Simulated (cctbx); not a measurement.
## A crystallographic session in cctbx: DySc3

Library: cctbx 2025.11.

## 1. Energy scan

run.py:

```python
from cctbx import adptbx, crystal, miller, xray
from cctbx.array_family import flex
from cctbx.eltbx import sasaki

cs = crystal.symmetry(unit_cell=(6.358, 6.358, 5.535, 90, 90, 120), space_group_symbol='Hall: -P 6c 2c')  # P6_3/mmc
atoms = [  # label, site, U (iso, or U11 U22 U33 U12 U13 U23 in A^2), occupancy
    ("Dy1", (1/3, 2/3, 0.75), (0.0035, 0.0035, 0.0043, 0.0017, -0.0000, -0.0000), 1),
    ("Sc1", (0.1754, 0.3508, 0.25), (0.0043, 0.0039, 0.0084, 0.0019, 0.0000, 0.0000), 1),
]
xs = xray.structure(crystal_symmetry=cs)
for label, site, u, occ in atoms:
    u = adptbx.u_cif_as_u_star(cs.unit_cell(), u) if isinstance(u, tuple) else u
    xs.add_scatterer(xray.scatterer(label, site=site, u=u, occupancy=occ))
hkl = [(0, 1, 2), (1, 2, 1), (0, 3, 0), (0, 2, 0)]
ms = miller.set(cs, flex.miller_index(hkl + [tuple(-v for v in h) for h in hkl]), anomalous_flag=True)
print("E (eV)    f'(Dy)   f''   " + "".join("%16s" % ("|F|" + " ".join(map(str, h))) for h in hkl))
for e in [7190, 7540, 7670, 7730, 7760, 7775, 7782, 7786, 7794, 7798, 7805, 7820, 7850, 7940, 8190]:
    xs.set_inelastic_form_factors(12398.42 / e, "sasaki")
    t = sasaki.table("Dy").at_ev(e)
    f = flex.abs(ms.structure_factors_from_scatterers(xs, algorithm="direct").f_calc().data())
    n = len(hkl)
    print("%7.0f %7.2f %6.2f  " % (e, t.fp(), t.fdp()) + "".join("%9.1f/%6.1f" % (f[k], f[k + n]) for k in range(n)))
```

```console
$ python run.py
```

```text
E (eV)    f'(Dy)   f''           |F|0 1 2        |F|1 2 1        |F|0 3 0        |F|0 2 0
   7190   -8.39   4.17       36.7/  36.7     55.9/  55.9     55.3/  55.3     94.4/  94.4
   7540  -10.32   3.87       34.8/  34.8     52.5/  52.5     51.4/  51.4     92.6/  92.6
   7670  -11.93   3.76       33.2/  33.2     49.8/  49.8     48.2/  48.2     91.0/  91.0
   7730  -13.37   3.72       31.8/  31.8     47.3/  47.3     45.4/  45.4     89.6/  89.6
   7760  -14.85   3.69       30.3/  30.3     44.8/  44.8     42.5/  42.5     88.2/  88.2
   7775  -16.31   3.68       28.9/  28.9     42.3/  42.3     39.6/  39.6     86.7/  86.7
   7782  -17.61   3.68       27.6/  27.6     40.1/  40.1     37.1/  37.1     85.4/  85.4
   7786  -18.98   3.67       26.3/  26.3     37.8/  37.8     34.4/  34.4     84.1/  84.1
   7794  -19.65  10.58       27.2/  27.2     39.8/  39.8     37.3/  37.3     84.4/  84.4
   7798  -17.92  10.57       28.8/  28.8     42.5/  42.5     40.3/  40.3     86.1/  86.1
   7805  -16.45  10.55       30.1/  30.1     44.8/  44.8     42.9/  42.9     87.5/  87.5
   7820  -14.86  10.50       31.6/  31.6     47.3/  47.3     45.7/  45.7     89.1/  89.1
   7850  -13.29  10.41       33.1/  33.1     49.8/  49.8     48.5/  48.5     90.6/  90.6
   7940  -11.31  10.15       34.9/  34.9     52.9/  52.9     52.0/  52.0     92.5/  92.5
   8190   -9.63   9.52       36.3/  36.3     55.3/  55.3     54.7/  54.7     94.1/  94.1
```

Run time: 0.22 s on 1 thread of Arm Neoverse V2, with other jobs on the host, peak memory 0.07 GiB.

[Logs are printed without paths, hosts, clocks, repeated set-up lines and the standing remarks that a program may print on its own settings, such as how far it seeks lower states.]
